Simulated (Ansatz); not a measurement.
# linear Zr chain: period, moment and channels by functional

Wanted: the relaxed geometry and the open channels of the linear Zr chain, by several methods.

Program: Ansatz 0.2.0. Level of theory: DFT PBE, plane waves, PAW; relaxation of a chain's period, in the first sound run; inputs show where later runs differ. Results are calculated unless marked as measured.

### Step 1. The starting structure

The cell holds 1 atom: 1 Zr. Cell: a = 7.500 Å, b = 7.500 Å, c = 3.255 Å, α = 90.0°, β = 90.0°, γ = 90.0°. Vacuum lies along a and b. The structure's axis is c.

### Step 2. Relaxation of atoms and period, level PBE, cutoff 420 eV

Band widths follow the bond lengths, so the chain is relaxed first. The atoms and the third cell vector are free; the box across stays fixed as vacuum. Moments are seeded so that a magnetic state can form if it lies lower. A Fermi-Dirac smearing is set since the result may be a metal. The pressure printed is a third of the stress's trace over the whole box, vacuum included; only the stress along the axis is relaxed.

Contents of input.yaml:

```yaml
crystal:
  lattice:
    - [7.5, 0.0, 0.0]
    - [0.0, 7.5, 0.0]
    - [0.0, 0.0, 3.255]
  atoms:
    - { symbol: Zr, position: [0.5, 0.5, 0.0], spin: 1.0 }
magnetization:
  spin_polarized: true
kpoints:
  mp_grid: { grid: [1, 1, 25] }
scf:
  occupations: { method: fermi_dirac, width: 0.05 }
hamiltonian:
  xc: pbe
relax:
  cell: { fix: [a, b, alpha, beta, gamma] }
  max_steps: 60
```

Started as:

```console
$ ansatz run input.yaml --threads 4 --pin off --max-ram 8192MiB --backend cpu --events-out ev --progress --plain --runs-dir out
```

Numbers of over 12 decimals in the logs are rounded to 6 here.

The log of the run:

```text
Engine: ansatz 0.2.0, aarch64-unknown-linux-gnu
Pseudopotentials: kind: paw
Pseudopotential: Zr, paw, valence charge 12, recommended cutoff 420 eV (normal), Zr.paw.azcp
Functional definition: PBE
  parameter kappa = 0.804
  parameter beta = 0.066725
  exchange = pbe_x(kappa = kappa, mu = beta*pi^2/3)
  correlation = pbe_c(beta = beta)
Crystal: 1 atoms, lattice volume = 183.094 Å³
Basis set: ecut = 420 eV, 3587 PW (Γ), exchange–correlation on 108×108×48 points (8 copies of the dense FFT grid, shifted against one another)
Bands: 11, of which v1, the nominal top of the filled ones, is band 6 counted from 1 (5 counted from 0)
Symmetry: 16 space group operations
Space group: P4/mmm (ITA 123), of the structure as read, at distance tolerance 5.7e-5 Å
Magnetic group: BNS 123.339 (UNI 999), of the structure as read, at distance tolerance 5.7e-5 Å
k-points: 13 of 25
Non-local potential: Zr, projectors of the file, l = 0: 3, l = 1: 2, l = 2: 2, l = 3: 2
PAW form: soft (Blöchl's): semilocal exchange-correlation on the pseudo side does not see the compensation charge
PAW one-centre angular grid: Zr, 590 points (default); XC on 64 Gauss nodes
Initial density: superposition of atomic densities (neutral atoms: chi_scale 0, normalization atom)
Starting moments: Σ|m| = 1 μB on 1 of 1 site
Initial wavefunctions: pseudopotential atomic-orbital guess
Functional: x = pbe(κ = 0.804, μ = 0.219515), c = pbe(β = 0.066725)
SCF iter   1: F=—  HF=-4179.310605 eV  |F-HF|=—  |Δ(HF+E_count)|=         —  Δρ=9.31e-3 (↑9.31e-3 ↓9.03e-3)  dr2=1.24e0  dr2_m=3.86e-3  M=1.145 μB ∫|m|=1.145 μB  β_m=0.30  ethr=3.10e-3  ⟨swp⟩=4.5  Hψ=1551  notcnv=0
Mixer restart at iter 1: flushing history
preconditioner: auto → LDOS  [metal: Δε(μ)=0.006 eV  Ē_g=2.246 eV  σ=0.050 eV  W_gap=0.03  n_scr=12 (ndim 8)  ℏωp=5.5 eV  f_vac=0.510  D(μ)=6.09/eV (n_scr^D=42)]
spin=Collinear: LDOS preconditioning applied to the charge; magnetization (m = ρ↑ − ρ↓) channel mixes plain (no charge-response kernel on spin).
SCF iter   2: F=—  HF=-4179.272449 eV  |F-HF|=—  |Δ(HF+E_count)|=   3.82e-2  Δρ=6.19e-3 (↑6.19e-3 ↓6.12e-3)  dr2=5.94e-1  dr2_m=2.60e-3  M=1.190 μB ∫|m|=1.190 μB  β_m=0.58  ethr=3.10e-3  ⟨swp⟩=2.0  Hψ=570  notcnv=0
SCF iter   3: F=—  HF=-4179.201254 eV  |F-HF|=—  |Δ(HF+E_count)|=   7.12e-2  Δρ=3.08e-3 (↑3.08e-3 ↓2.78e-3)  dr2=4.25e-2  dr2_m=3.55e-3  M=1.386 μB ∫|m|=1.386 μB  β_m=0.79  ethr=3.10e-3  ⟨swp⟩=2.0  Hψ=489  notcnv=0
SCF iter   4: F=—  HF=-4179.318629 eV  |F-HF|=—  |Δ(HF+E_count)|=         —  Δρ=4.63e-3 (↑4.63e-3 ↓4.18e-3)  dr2=1.36e-2  dr2_m=2.86e-2  M=1.996 μB ∫|m|=1.996 μB  β_m=0.79  ethr=3.54e-4  ⟨swp⟩=2.7  Hψ=562  notcnv=0
Mixer restart at iter 4: flushing history
SCF iter   5: F=—  HF=-4179.371037 eV  |F-HF|=—  |Δ(HF+E_count)|=   5.24e-2  Δρ=5.83e-3 (↑5.80e-3 ↓5.83e-3)  dr2=2.68e-2  dr2_m=4.98e-2  M=2.582 μB ∫|m|=2.582 μB  β_m=0.34  ethr=1.13e-4  ⟨swp⟩=3.0  Hψ=567  notcnv=0
SCF iter   6: F=-4179.416035 eV  HF=-4179.405253 eV  |F-HF|=1.08e-2  |Δ(HF+E_count)|=   3.42e-2  Δρ=3.22e-3 (↑3.22e-3 ↓3.13e-3)  dr2=1.03e-2  dr2_m=1.49e-2  M=2.801 μB ∫|m|=2.801 μB  β_m=0.77  ethr=1.13e-4  ⟨swp⟩=2.5  Hψ=567  notcnv=0
SCF iter   7: F=-4179.423148 eV  HF=-4179.420174 eV  |F-HF|=2.97e-3  |Δ(HF+E_count)|=   1.49e-2  Δρ=1.26e-3 (↑1.26e-3 ↓9.56e-4)  dr2=2.66e-3  dr2_m=1.58e-3  M=2.863 μB ∫|m|=2.863 μB  β_m=0.89  ethr=8.60e-5  ⟨swp⟩=2.8  Hψ=586  notcnv=0
SCF iter   8: F=-4179.425412 eV  HF=-4179.424574 eV  |F-HF|=8.38e-4  |Δ(HF+E_count)|=   4.40e-3  Δρ=9.84e-4 (↑9.84e-4 ↓8.74e-4)  dr2=8.57e-4  dr2_m=1.20e-3  M=2.893 μB ∫|m|=2.893 μB  β_m=0.94  ethr=2.21e-5  ⟨swp⟩=2.3  Hψ=467  notcnv=0
SCF iter   9: F=-4179.426600 eV  HF=-4179.426514 eV  |F-HF|=8.57e-5  |Δ(HF+E_count)|=   1.94e-3  Δρ=4.82e-4 (↑4.82e-4 ↓3.61e-4)  dr2=2.04e-4  dr2_m=2.42e-4  M=2.923 μB ∫|m|=2.923 μB  β_m=0.97  ethr=7.14e-6  ⟨swp⟩=2.0  Hψ=509  notcnv=0
SCF iter  10: F=-4179.426807 eV  HF=-4179.426763 eV  |F-HF|=4.41e-5  |Δ(HF+E_count)|=   2.49e-4  Δρ=2.13e-4 (↑2.13e-4 ↓1.60e-4)  dr2=6.79e-5  dr2_m=4.88e-5  M=2.938 μB ∫|m|=2.938 μB  β_m=0.90  ethr=1.70e-6  ⟨swp⟩=2.0  Hψ=509  notcnv=0
SCF iter  11: F=-4179.426847 eV  HF=-4179.426841 eV  |F-HF|=6.17e-6  |Δ(HF+E_count)|=   7.84e-5  Δρ=5.92e-5 (↑5.92e-5 ↓4.68e-5)  dr2=5.35e-6  dr2_m=3.88e-6  M=2.935 μB ∫|m|=2.935 μB  β_m=0.95  ethr=5.66e-7  ⟨swp⟩=2.5  Hψ=431  notcnv=0
SCF iter  12: F=-4179.426850 eV  HF=-4179.426850 eV  |F-HF|=2.32e-8  |Δ(HF+E_count)|=   9.20e-6  Δρ=3.49e-5 (↑3.33e-5 ↓3.49e-5)  dr2=1.55e-6  dr2_m=1.54e-6  M=2.933 μB ∫|m|=2.933 μB  β_m=0.98  ethr=4.46e-8  ⟨swp⟩=2.5  Hψ=473  notcnv=0
SCF iter  13: F=-4179.426851 eV  HF=-4179.426851 eV  |F-HF|=5.68e-10  |Δ(HF+E_count)|=   1.05e-6  Δρ=7.11e-6 (↑5.57e-6 ↓7.11e-6)  dr2=3.98e-8  dr2_m=5.56e-8  M=2.933 μB ∫|m|=2.933 μB  β_m=0.99  ethr=1.29e-8  ⟨swp⟩=2.3  Hψ=433  notcnv=0
SCF iter  14: F=-4179.426851 eV  HF=-4179.426851 eV  |F-HF|=2.63e-9  |Δ(HF+E_count)|=   3.40e-8  Δρ=1.34e-6 (↑6.94e-7 ↓1.34e-6)  dr2=2.45e-9  dr2_m=1.30e-9  M=2.933 μB ∫|m|=2.933 μB  β_m=0.99  ethr=3.32e-10  ⟨swp⟩=2.0  Hψ=461  notcnv=0
SCF iter  15: F=-4179.426851 eV  HF=-4179.426851 eV  |F-HF|=4.53e-10  |Δ(HF+E_count)|=   4.77e-9  Δρ=2.53e-7 (↑2.53e-7 ↓1.93e-7)  dr2=9.25e-11  dr2_m=5.96e-11  M=2.933 μB ∫|m|=2.933 μB  ethr=2.04e-11  ⟨swp⟩=1.7  Hψ=895  notcnv=0
at 1 of the mixer's solves, the last at iteration 5, it left a direction of its history that read negative out of its fit and stepped the other way along it
SCF 1 converged in 15 iterations: F = -4179.426851 eV  dr2 = 9.25e-11
  greatest PAW one-centre occupation: 0.998 electrons in one spin orbital (limit 2), on the Zr atom at site 0 (counted from 0), in its partial waves of l = 0
relax step   1: F+E_penalty+E_count = -4179.42685138 eV  Δ(F+E_penalty+E_count) = +0.000e0 eV  max|allowed force component| = 0.000e0 eV/Å  Δτ_max = 0.0000 Å  P = -1.193 GPa  Ω = 183.094 Å³  fix = [a, b, alpha, beta, gamma]  reactions: a -0.333, b -0.333 GPa  (15 SCF iters, dr2 threshold 1.00e-7 eV, accepted)
Crystal: 1 atoms, lattice volume = 174.396 Å³
Basis set: ecut = 420 eV, 3427 PW (Γ), exchange–correlation on 108×108×48 points (8 copies of the dense FFT grid, shifted against one another)
Initial density: handed on by an earlier stage of this run
Starting moments: Σ|m| = 1 μB on 1 of 1 site; this step starts from the density that it was given
Initial wavefunctions: those handed on with the density
iter 1 solved again at ethr=1.31e-4 eV; its pass at ethr=3.10e-3 eV (dr2=1.57e-2 eV) is discarded
[...]
iter 13 did not close the SCF: its close was put off for a magnetic moment that had not settled (scf_convergence_deferred on its scf_iter line)
SCF iter  13: F=-4179.784827 eV  HF=-4179.784827 eV  |F-HF|=4.26e-10  |Δ(HF+E_count)|=   2.82e-8  Δρ=6.40e-7 (↑6.40e-7 ↓5.21e-7)  dr2=7.33e-10  dr2_m=3.20e-10  M=0.694 μB ∫|m|=0.694 μB  β_m=0.92  ethr=1.44e-10  ⟨swp⟩=1.7  Hψ=886  notcnv=0
SCF iter  14: F=-4179.784827 eV  HF=-4179.784827 eV  |F-HF|=1.92e-10  |Δ(HF+E_count)|=   1.02e-9  Δρ=2.08e-7 (↑2.08e-7 ↓1.44e-7)  dr2=5.65e-11  dr2_m=3.08e-11  M=0.694 μB ∫|m|=0.694 μB  ethr=6.11e-12  ⟨swp⟩=1.0  Hψ=884  notcnv=0
SCF 3 converged in 14 iterations: F = -4179.784827 eV  dr2 = 5.65e-11
  greatest PAW one-centre occupation: 0.997 electrons in one spin orbital (limit 2), on the Zr atom at site 0 (counted from 0), in its partial waves of l = 0
relax step   3: F+E_penalty+E_count = -4179.78482699 eV  Δ(F+E_penalty+E_count) = -2.154e-1 eV  max|allowed force component| = 0.000e0 eV/Å  Δτ_max = 0.0000 Å  P = -1.808 GPa  Ω = 165.470 Å³  energy of the carried Pulay correction = +2.492e-4 eV  fix = [a, b, alpha, beta, gamma]  reactions: a -0.457, b -0.457 GPa  (14 SCF iters, dr2 threshold 1.00e-7 eV, accepted)
[...]
relax step   4: F+E_penalty+E_count = -4180.01221726 eV  Δ(F+E_penalty+E_count) = -2.274e-1 eV  max|allowed force component| = 0.000e0 eV/Å  Δτ_max = 0.0000 Å  P = -1.495 GPa  Ω = 156.544 Å³  energy of the carried Pulay correction = +3.849e-4 eV  fix = [a, b, alpha, beta, gamma]  reactions: a -0.478, b -0.478 GPa  (9 SCF iters, dr2 threshold 1.00e-7 eV, accepted)
[...]
relax step   5: F+E_penalty+E_count = -4180.16132488 eV  Δ(F+E_penalty+E_count) = -1.491e-1 eV  max|allowed force component| = 0.000e0 eV/Å  Δτ_max = 0.0000 Å  P = -0.855 GPa  Ω = 147.618 Å³  energy of the carried Pulay correction = +5.276e-4 eV  fix = [a, b, alpha, beta, gamma]  reactions: a -0.489, b -0.489 GPa  (10 SCF iters, dr2 threshold 1.00e-7 eV, accepted)
[...]
relax step   6: F+E_penalty+E_count = -4180.17805456 eV  Δ(F+E_penalty+E_count) = -1.673e-2 eV  max|allowed force component| = 0.000e0 eV/Å  Δτ_max = 0.0000 Å  P = +0.001 GPa  Ω = 140.329 Å³  energy of the carried Pulay correction = +6.498e-4 eV  fix = [a, b, alpha, beta, gamma]  reactions: a -0.493, b -0.493 GPa  (10 SCF iters, dr2 threshold 1.00e-7 eV, accepted)
[...]
relax step   7: F+E_penalty+E_count = -4180.18568050 eV  Δ(F+E_penalty+E_count) = -7.626e-3 eV  max|allowed force component| = 0.000e0 eV/Å  Δτ_max = 0.0000 Å  P = -0.321 GPa  Ω = 142.792 Å³  energy of the carried Pulay correction = +6.079e-4 eV  fix = [a, b, alpha, beta, gamma]  reactions: a -0.494, b -0.494 GPa  (10 SCF iters, dr2 threshold 1.00e-7 eV, accepted)
Basis set: ecut = 420 eV, 2809 PW (Γ), exchange–correlation on 108×108×36 points (8 copies of the dense FFT grid, shifted against one another)
Initial wavefunctions: pseudopotential atomic-orbital guess (no wavefunctions were taken with the density)
iter 1 solved again at ethr=1.11e-7 eV; its pass at ethr=3.10e-3 eV (dr2=1.33e-5 eV) is discarded
SCF iter   1: F=—  HF=-4180.185421 eV  |F-HF|=—  |Δ(HF+E_count)|=         —  Δρ=2.66e-5 (↑2.66e-5 ↓2.31e-5)  dr2=3.14e-7  dr2_m=2.66e-8  M=0.545 μB ∫|m|=0.545 μB  β_m=0.65  ethr=1.11e-7  ⟨swp⟩=3.5  Hψ=2549  notcnv=0
preconditioner: auto → LDOS  [metal: Δε(μ)=0.057 eV  Ē_g=3.253 eV  σ=0.050 eV  W_gap=0.28  n_scr=8 (ndim 8)  ℏωp=6.2 eV  f_vac=0.535  D(μ)=2.67/eV (n_scr^D=12)]
spin=Collinear: LDOS preconditioning applied to the charge; magnetization (m = ρ↑ − ρ↓) channel mixes plain (no charge-response kernel on spin).
SCF iter   2: F=—  HF=-4180.185422 eV  |F-HF|=—  |Δ(HF+E_count)|=   1.22e-6  Δρ=9.28e-6 (↑9.28e-6 ↓8.04e-6)  dr2=3.72e-8  dr2_m=4.13e-9  M=0.545 μB ∫|m|=0.545 μB  β_m=0.63  ethr=2.61e-9  ⟨swp⟩=2.3  Hψ=440  notcnv=0
SCF iter   3: F=—  HF=-4180.185422 eV  |F-HF|=—  |Δ(HF+E_count)|=   1.40e-7  Δρ=8.25e-7 (↑8.25e-7 ↓8.12e-7)  dr2=9.73e-10  dr2_m=2.65e-10  M=0.545 μB ∫|m|=0.545 μB  β_m=0.71  ethr=3.10e-10  ⟨swp⟩=2.5  Hψ=435  notcnv=0
SCF iter   4: F=—  HF=-4180.185422 eV  |F-HF|=—  |Δ(HF+E_count)|=   1.15e-9  Δρ=2.62e-7 (↑2.62e-7 ↓2.29e-7)  dr2=1.44e-10  dr2_m=5.20e-11  M=0.545 μB ∫|m|=0.545 μB  β_m=0.86  ethr=8.11e-12  ⟨swp⟩=2.7  Hψ=437  notcnv=0
SCF iter   5: F=—  HF=-4180.185422 eV  |F-HF|=—  |Δ(HF+E_count)|=  2.06e-10  Δρ=1.38e-7 (↑1.38e-7 ↓5.51e-8)  dr2=2.15e-11  dr2_m=7.69e-12  M=0.545 μB ∫|m|=0.545 μB  β_m=0.93  ethr=1.20e-12  ⟨swp⟩=2.0  Hψ=414  notcnv=0
SCF iter   6: F=-4180.185422 eV  HF=-4180.185422 eV  |F-HF|=6.37e-12  |Δ(HF+E_count)|=  5.46e-11  Δρ=6.72e-8 (↑6.72e-8 ↓1.74e-8)  dr2=5.32e-12  dr2_m=1.74e-12  M=0.545 μB ∫|m|=0.545 μB  ethr=1.00e-12  ⟨swp⟩=4.1  Hψ=1230  notcnv=0
SCF 8 converged in 6 iterations: F = -4180.185422 eV  dr2 = 5.32e-12
relax step   8: F+E_penalty+E_count = -4180.18542219 eV  Δ(F+E_penalty+E_count) = +2.583e-4 eV  max|allowed force component| = 0.000e0 eV/Å  Δτ_max = 0.0000 Å  P = -0.322 GPa  Ω = 142.792 Å³  fix = [a, b, alpha, beta, gamma]  reactions: a -0.495, b -0.495 GPa  stress off target by 2.42e-2 GPa on what of the cell is left free  SCF on the basis re-selected at this cell (its energy is not comparable with the rows above)  (6 SCF iters)
basis re-selected at this cell: Δ(F+E_penalty+E_count) = +2.583e-4 eV, ΔP = -0.001 GPa vs the last step (what re-selecting the basis moved, of the pressure what is left beyond the Pulay correction that the steps carried, after the strain that the cell walked since its last selection, with what the two solves' SCF thresholds leave and, on support functions, any second-order correction that the steps lacked; it is no measure of the basis error at this ecutwfc). The dense FFT grid was sized anew with the basis: this SCF ran on 54×54×18 points, the steps before it on 54×54×24, so part of this shift can come from that change (see relax.cell in the input reference). [rest of the remark cut]
SCF converged after 6 iterations
Magnetization: 0.5451 μB (6.2726 up, 5.7274 down)
Absolute magnetization: 0.5452 μB (∫|ρ↑−ρ↓|, with the PAW one-centre terms)
Spin contamination: 0.0008 ħ² per cell (⟨S²⟩ above its minimum at these occupations)
Per-site moments (μB) at R_I (Å): [(0.236283, 1.047145)]
Free energy (F): -4180.185422 eV
Harris-Foulkes:  -4180.185422 eV  (|F-HF|=6.37e-12)
Internal energy: -4180.163360 eV  (E = F + TS)
E sigma→0 (E₀):  -4180.174391 eV
Entropy (-TS):   -0.022062 eV (-22.062 meV/atom)
Fermi energy:    -0.605294 eV
--- Per-component energies (eV) ---
  E_band       = -272.464864
  E_kinetic    = 332.224575
  E_local      = -1984.688600  (includes V_loc(G=0)·N_el)
  E_nonlocal   = 84.068562
  E_hartree    = 782.249244
  E_xc         = -158.550158
  E_vxc        = -186.774357  (∫ρ·V_xc dr)
  E_paw        = -2955.173924  (= ΣΔE_a)
  E_vpaw       = -81.793503  (= ΣTr[D̂ρ^β])
  E_aug_tail   = 0.000027  (compensation charges beyond the density's cutoff)
  E_ewald      = -280.293085
  E_smearing   = -0.022062  (= −TS)
  E_closure    = -0.000000  (closes the sum)
  Σ components = -4180.185422   (vs F -4180.185422, Δ=0.00e0)
--- Forces (eV/Å), atoms counted from 1 ---
  atom   1  Zr     0.00000000     0.00000000     0.00000000
  max |Σ_I F_I| component: 4.73e-29 eV/Å
--- Stress (GPa, compression-positive) ---
       -0.494569       0.000000       0.000000
        0.000000      -0.494569       0.000000
        0.000000       0.000000       0.024182
  P = ⅓ Tr σ = -0.3217 GPa (-3.217 kbar)
--- Relaxed structure (7 steps of the walk, 7 accepted, 1 SCFs on fresh bases) ---
  F+E_penalty+E_count = -4180.18542219 eV   max|allowed force component| = 0.000e0 eV/Å   (the final SCF, on the basis selected at the relaxed cell)
  cell:  # Å, volume = 142.7924 Å³
    - [7.5, 0.0, 0.0]
    - [0.0, 7.5, 0.0]
    - [0.0, 0.0, 2.538532]
  atoms:
    - { symbol: Zr, position: [0.5, 0.5, 0.0] }
```

Wall time 42 s (4 threads of Arm Neoverse N1, shared host); peak memory 0.44 GiB.

Step by step:

| step | energy less that of the first step (eV) | largest force component (eV/Å) | pressure (GPa) | volume (Å³) |
| --- | --- | --- | --- | --- |
| 1 | 0.0000 | 0.0000 | -1.19 | 183.09 |
| 2 | -0.1426 | 0.0000 | -0.97 | 174.40 |
| 3 | -0.3580 | 0.0000 | -1.81 | 165.47 |
| 4 | -0.5854 | 0.0000 | -1.50 | 156.54 |
| 5 | -0.7345 | 0.0000 | -0.85 | 147.62 |
| 6 | -0.7512 | 0.0000 | 0.00 | 140.33 |
| 7 | -0.7588 | 0.0000 | -0.32 | 142.79 |
| 8* | -0.7586 | 0.0000 | -0.32 | 142.79 |

Relaxation steps marked * repeat the geometry before them on a plane-wave basis chosen anew for their cell, so energy and pressure can jump there.

| cell as run | before | after | change |
| --- | --- | --- | --- |
| c (Å) | 3.255 | 2.539 | -22.0 % |

Final coordinates:

```cif
data_structure
_symmetry_space_group_name_H-M 'P 1'
_symmetry_Int_Tables_number 1
_cell_length_a 7.5000
_cell_length_b 7.5000
_cell_length_c 2.5385
_cell_angle_alpha 90.000
_cell_angle_beta 90.000
_cell_angle_gamma 90.000
_cell_volume 142.79
loop_
_atom_site_label
_atom_site_type_symbol
_atom_site_fract_x
_atom_site_fract_y
_atom_site_fract_z
_atom_site_occupancy
Zr1 Zr 0.50000 0.50000 0.00000 1
```

This step gave:

- energy at zero smearing: -4180.1744 eV
- total moment: 0.5451 μB
- absolute moment: 0.5452 μB
- cell length along the wire: 2.539 Å

Site moment by atom:

| atom | site moment (μB) |
| --- | --- |
| Zr1 | 0.236 |

The cell's length comes to 2.539 Å with an absolute moment of 0.55 μB a cell. That is -22 % against the start, more than a small adjustment.

The cell shrank by 22.0 % in its periodic edges.

[end of part 1 of 4]

[Logs are printed without paths, hosts, clocks, repeated set-up lines and the standing remarks that a program may print on its own settings, such as how far it seeks lower states.]

[Hosts, paths, dates, database ids (printed as entryN), source tags and the programs' standing remarks are cut or masked in the printed files.]
